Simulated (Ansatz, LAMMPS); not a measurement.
## Structural relaxation of Li+ triflate in fluoroethylene carbonate, from a frame at 350 K (78 atoms)

Wanted: the relaxed structure of Li+ triflate in fluoroethylene carbonate, from a frame at 350 K (78 atoms) and its electronic structure.

Calculated with Ansatz 0.2.0; Kohn-Sham DFT, PBEsol, PAW (set soft_2), plane waves.

## (1) The starting structure

The cell holds 78 atoms: 12 F, 20 C, 24 O, 18 H, 2 S and 2 Li. Its edges and angles: a = 10.025 Å, b = 10.025 Å, c = 10.025 Å, α = 90.0°, β = 90.0°, γ = 90.0°. 6 fluoroethylene carbonate, 2 Li+, 2 triflate placed at random, at 1.56 g/cm³; overlaps pushed apart, then 10 ps at 550 K with Joung-Cheatham ions (J. Phys. Chem. B 112, 9020 (2008)); MMFF94 bonds, angles, torsions, charges and radii (Halgren, J. Comput. Chem. 17, 490 (1996)) in harmonic and 12-6 forms; charges of ions scaled by 0.8. Snapshot after 30 ps at 350 K and fixed volume.

What the set-up can't give: The network of contacts between molecules at the start is that of the classical potential that made the cell. The functional has no dispersion term, which matters for the binding between molecules or layers. Only the Γ point is sampled, in a cell whose shortest periodic width is 10 Å.

## (2) Single point at the start

The forces at the start show how far the geometry lies from a minimum of this functional.

input.yaml reads:

```yaml
crystal:
  lattice:
    - [10.02494, 0.0, 0.0]
    - [0.0, 10.02494, 0.0]
    - [0.0, 0.0, 10.02494]
  atoms:
    - { symbol: F, position: [0.64022, 0.49938, 0.26822] }
    - { symbol: C, position: [0.51698, 0.44389, 0.28923] }
    - { symbol: C, position: [0.41429, 0.49237, 0.19296] }
    - { symbol: O, position: [0.44772, 0.42304, 0.0798] }
    [... 68 atom lines left out ...]
    - { symbol: C, position: [0.16968, 0.3868, 0.61879] }
    - { symbol: F, position: [0.3033, 0.37089, 0.63386] }
    - { symbol: F, position: [0.11266, 0.26412, 0.5901] }
    - { symbol: F, position: [0.11966, 0.41466, 0.73878] }
    - { symbol: Li, position: [0.51225, 0.13342, 0.87473] }
    - { symbol: Li, position: [0.90846, 0.59174, 0.37947] }
kpoints:
  mp_grid: { grid: [1, 1, 1] }
hamiltonian:
  xc: pbesol
scf:
  occupations: { method: gaussian, width: 0.025 }
output:
  forces: true
  stress: true
  populations: true
  dos:
    method: { smearing: { sigma: 0.1 } }
    de: 0.1
    projected: { site_lists: { C: [C], F: [F], H: [H], Li: [Li], O: [O] } }
  eigenvalues: true
```

Run with:

```sh
$ ansatz run input.yaml --threads 4 --pin off --max-ram 8192MiB --backend cpu --events-out ev --progress --plain --runs-dir out
```

Wall time 7.8 s (4 threads of Arm Neoverse V2, shared host); peak memory 1.1 GiB; 29 s of CPU time.

Numbers from this run:

```
free energy                                      : -30438.2051 eV
free energy per atom                             : -390.2334 eV/atom
SCF cycles                                       : 10
pressure                                         : 2.6 GPa
r.m.s. force component                           : 1.148 eV/Å
longest force                                    : 4.462 eV/Å
Fermi energy                                     : 2.015 eV
gap (highest filled to lowest empty level) : 4.163 eV
spilling of the projection                       : 0.01334
```

The r.m.s. force component of 1.1 eV/Å and the pressure of 2.6 GPa set the starting point.

Length of the force by element:

```tsv
element	coordination	atoms	mean length of the force (eV/Å)	spread	least	most
C	all	20	2.12	1.02	0.560	4.46
F	all	12	1.38	0.672	0.343	2.93
H	all	18	1.11	0.506	0.497	2.31
Li	all	2	0.292	0.101	0.191	0.393
O	all	24	2.07	0.968	0.409	3.81
S	all	2	2.76	0.737	2.03	3.50
```

## (3) Cell and atoms relaxed

Cell and atoms are freed together, to release stress as well as forces.

input.yaml, the sections that differ from step 2:

```yaml
output:
  forces: true
relax:
  f_tol: 0.03
  max_steps: 200
  cell: {}
# crystal, kpoints, hamiltonian, scf: as in step 2
```

The job ended after 4 min (4 threads; peak memory 1.2 GiB).

Step by step (22 of 43):

```tsv
step	energy less that of the first step (eV)	largest force component (eV/Å)	pressure (GPa)	volume (Å³)
1	0.0000	3.4448	2.60	1007.50
3	-4.1706	0.7686	-0.44	1031.30
5	-4.6347	0.4163	-0.31	1022.67
7	-4.7919	0.2585	-0.28	1023.67
9	-4.8506	0.5710	-0.87	1030.87
11	-4.9733	0.3441	-0.05	1028.00
13	-5.0319	0.2939	-0.25	1030.87
15	-5.1095	0.5190	-0.06	1027.04
17	-5.1476	0.3774	0.02	1029.15
19	-5.2010	0.2156	-0.34	1026.82
21	-5.2498	0.0714	-0.10	1022.56
23	-5.2567	0.2195	0.26	1022.98
25	-5.2694	0.0411	-0.08	1022.71
27	-5.2764	0.0539	-0.08	1022.15
29	-5.2821	0.0395	-0.01	1021.17
31	-5.2854	0.0328	0.00	1020.57
33	-5.2857	0.0243	0.00	1020.62
35	-5.3232	0.0449	0.00	1032.47
37	-5.3157	0.0201	0.00	1034.65
39	-5.3504	0.0157	0.02	1041.88
41	-5.3836	0.0132	0.02	1044.63
43	-5.3873	0.0188	-0.01	1050.26
```

```tsv
cell as run	before	after	change
a (Å)	10.025	10.382	+3.6 %
b (Å)	10.025	10.026	+0.0 %
c (Å)	10.025	10.098	+0.7 %
α (°)	90.00	91.54	+1.7 %
β (°)	90.00	88.74	-1.4 %
γ (°)	90.00	88.96	-1.2 %
volume (Å³/atom)	12.92	13.46	+4.2 %
```

The atoms that moved most (Å, as changes of fractional coordinates times the final cell):

```tsv
atom	dx	dy	dz	length
F76	1.594	1.432	-0.467	2.193
F31	1.546	-0.379	-1.063	1.914
Li77	-1.086	-1.048	0.631	1.636
H49	-0.313	-0.805	1.389	1.636
H18	-0.904	0.662	-1.160	1.613
H60	-1.054	0.799	0.866	1.581
H40	1.051	1.132	0.258	1.566
O71	1.468	-0.237	-0.455	1.555
```

The relaxation changed the energy by -69.1 meV/atom, and atoms moved by 1.0 Å r.m.s., 2.2 Å at most.

## (4) Distances and neighbours after relaxation

Density 1.50 g/cm³, 13.46 Å³ an atom.

Pair distribution functions g(r), in bins of 0.2 Å:

```tsv
r (Å)	total	O-O	O-C	O-H	O-F	O-Li	O-S
1.00	1.30	0.00	0.00	0.00	0.00	0.00	0.00
1.20	1.31	0.00	3.48	0.00	0.00	0.00	0.00
1.40	3.01	0.00	10.95	0.00	0.00	0.00	24.00
1.60	0.35	0.00	0.00	0.00	0.00	0.00	0.00
1.80	0.33	0.00	0.00	0.00	0.00	0.00	0.00
2.00	1.10	0.00	0.00	4.27	0.00	18.45	0.00
2.20	1.79	5.15	0.17	0.78	1.71	0.00	0.00
2.40	0.96	1.43	1.77	0.85	0.00	0.00	0.00
2.60	0.40	0.00	0.76	0.70	0.00	0.00	0.00
2.80	0.49	0.18	0.00	1.21	0.18	0.00	0.00
3.00	0.88	0.78	0.29	0.76	2.58	0.00	0.00
3.20	1.02	0.98	0.51	1.79	1.69	0.81	0.00
3.40	0.82	0.86	1.88	0.66	0.25	2.29	0.00
3.60	0.62	0.45	0.80	0.81	1.10	1.35	0.00
3.80	0.71	0.40	0.49	0.60	1.81	1.24	1.24
4.00	1.12	1.18	0.76	1.39	2.08	1.09	1.61
4.20	0.90	0.91	0.69	1.32	0.66	2.53	0.50
4.40	1.13	0.38	1.52	1.15	1.41	0.47	1.76
4.60	1.00	0.89	1.04	0.91	0.90	0.00	0.83
4.80	0.82	0.64	0.87	0.88	0.50	0.00	0.76
```

## (5) Single point at the relaxed geometry

The electronic structure is read at the final geometry, in a run of its own.

input.yaml reads:

```yaml
crystal:
  lattice:
    - [10.38073, 0.09366, 0.11289]
    - [0.09366, 10.02491, -0.13549]
    - [0.11289, -0.13549, 10.09621]
  atoms:
    - { symbol: F, position: [0.64287, 0.51318, 0.1523] }
    - { symbol: C, position: [0.54052, 0.4459, 0.20297] }
    - { symbol: C, position: [0.42161, 0.46435, 0.12013] }
    - { symbol: O, position: [0.4213, 0.34459, 0.03744] }
    [... 68 atom lines left out ...]
    - { symbol: C, position: [0.26342, 0.46291, 0.59547] }
    - { symbol: F, position: [0.37939, 0.40371, 0.57552] }
    - { symbol: F, position: [0.18017, 0.37066, 0.63471] }
    - { symbol: F, position: [0.27245, 0.55545, 0.69267] }
    - { symbol: Li, position: [0.40784, 0.0307, 0.93703] }
    - { symbol: Li, position: [0.92074, 0.58241, 0.39377] }
kpoints:
  mp_grid: { grid: [1, 1, 1] }
hamiltonian:
  xc: pbesol
scf:
  occupations: { method: gaussian, width: 0.025 }
output:
  forces: true
  stress: true
  populations: true
  dos:
    method: { smearing: { sigma: 0.08 } }
    de: 0.1
    projected: { site_lists: { C: [C], F: [F], H: [H], Li: [Li], O: [O] } }
  eigenvalues: true
  write_density: true
  write_potential: true
  volumetric_format: npy
  elf: true
```

Elapsed: 8.9 s, on 4 threads; peak memory 1.2 GiB.

The program notes that the exchange-correlation potential is rough where the density is thin.

The run gave:

```yaml
free_energy: -30443.5924 eV
free_energy_per_atom: -390.3025 eV/atom
scf_cycles: 10
pressure: -0.00841 GPa
r_m_s_force_component: 0.00399 eV/Å
longest_force: 0.02557 eV/Å
fermi_energy: 1.932 eV
spacing_of_highest_filled_and_lowest_empty_level: 5.028 eV
spilling_of_the_projection: 0.01329
```

Löwdin charges by element (they lack the spilled electrons, 0.059 e an atom on average):

```tsv
element	coordination	atoms	mean charge (e)	spread	least	most
C	all	20	0.365	0.335	-0.104	0.727
F	all	12	-0.240	0.0252	-0.278	-0.215
H	all	18	0.239	0.0069	0.225	0.254
Li	all	2	0.75	0.0041	0.746	0.754
O	all	24	-0.425	0.220	-0.812	-0.231
S	all	2	2.28	0.0046	2.27	2.28
```

Density of states as counts of states in windows of 1 eV (from the Fermi level), total and the larger projections:

```tsv
from (eV)	to (eV)	total	O p	C p	F p	H s	C s	O s
-18	-17	0.0	0.0	0.0	0.0	0.0	0.0	0.0
-17	-16	1.9	0.4	0.2	0.1	0.2	0.9	0.1
-16	-15	10.1	2.0	0.9	0.3	1.1	4.7	0.5
-15	-14	3.9	0.1	0.2	1.3	0.0	0.7	0.3
-14	-13	12.1	4.7	2.8	0.7	0.9	2.3	0.1
-13	-12	11.1	4.0	3.4	0.7	0.1	0.9	1.6
-12	-11	5.2	0.8	1.2	1.5	0.0	0.1	0.6
-11	-10	30.8	5.8	9.0	11.1	1.5	0.3	0.9
-10	-9	16.9	6.3	4.1	1.4	1.6	0.7	1.9
-9	-8	23.9	10.1	6.1	3.1	1.8	0.3	1.6
-8	-7	31.7	9.2	4.7	12.5	1.3	0.2	1.9
-7	-6	32.3	10.0	4.1	14.6	1.5	0.3	1.1
-6	-5	25.1	10.9	2.2	10.7	0.7	0.2	0.3
-5	-4	43.1	30.7	4.0	4.8	2.3	0.2	0.3
-4	-3	15.9	12.5	1.0	1.2	0.3	0.3	0.0
-3	-2	4.0	3.9	0.0	0.0	0.0	0.0	0.0
-2	2	0.0	0.0	0.0	0.0	0.0	0.0	0.0
2	3	13.9	4.8	6.8	0.1	0.6	0.1	0.2
3	4	8.1	0.9	3.0	0.1	0.6	0.5	0.7
4	5	21.9	2.0	6.1	1.0	2.5	1.3	0.7
```

The curve was stored every 0.10 eV, coarse against its broadening of 0.08 eV, so these counts are rough.

Between -26 and -18 eV lie 45 more states.

The stored curve holds about 313 of the 344 electrons; the rest, give or take the few that broadening carries across the Fermi level, lie in deeper levels below its range.

Not all projections were asked for or kept, so they needn't add up to the total.

The levels nearest the highest filled one (over half full), pooled over k-points and spins:

```tsv
level less the highest filled one (eV)	occupation
-1.20	2
-1.08	2
-0.870	2
-0.759	2
-0.14	2
0	2
5.03	0
5.04	0
5.17	0
5.20	0
5.23	0
5.28	0
```

Mean Löwdin charges: C +0.36, F -0.24, H +0.24, Li +0.75, O -0.43, S +2.28 e (they miss 1.3 % of the electrons, so they add up to more than the cell's charge). The largest share in the top eV of filled states is O p (79 % of the projected weight), and in the lowest eV of empty states C p (52 % of the projected weight).

## (6) Summary of results

```json
{
 "energy change in the relaxation": "-69.07 meV/atom",
 "r.m.s. displacement": "1.009 Å",
 "largest displacement": "2.193 Å",
 "free energy per atom": "-390.3025 eV/atom",
 "pressure": "-0.00841 GPa",
 "r.m.s. force component": "0.00399 eV/Å",
 "gap (highest filled to lowest empty level)": "5.028 eV",
 "wall time of the 3 DFT runs": "4.3 min"
}
```

**Reading.** Relaxation lowers the energy by 69.1 meV/atom and moves atoms by 1.0 Å r.m.s.; the r.m.s. force component goes from 1.1 to 0.0040 eV/Å, the pressure goes from 2.6 to -0.0084 GPa, and the gap from 4.16 to 5.03 eV. Displacements are taken in the final cell, so they leave out its strain. The functional lacks dispersion, which holds such a cell together, so the relaxed volume is likely too large. The cell grew by 4.2 % in volume. First to last step the energy falls by 5.387 eV; the largest move, 2.19 Å, is that of F76. Between filled and empty levels lie 5.03 eV (at Γ alone); a semilocal functional tends to put such gaps too low. In a disordered cell it changes from sample to sample and from frame to frame.

**Limits.** The network of contacts between molecules at the start is that of the classical potential that made the cell; in DFT atoms moved by 1.0 Å r.m.s.

[Logs are printed without paths, hosts, clocks, repeated set-up lines and the standing remarks that a program may print on its own settings, such as how far it seeks lower states.]

[Hosts, paths, dates, database ids (printed as entryN), source tags and the programs' standing remarks are cut or masked in the printed files.]

[The MMFF94 radii named for the starting cell were scaled by 0.96; in molecules described by MMFF94, hydrogen bound to N, O or S took a small fixed 12-6 site in their place.]
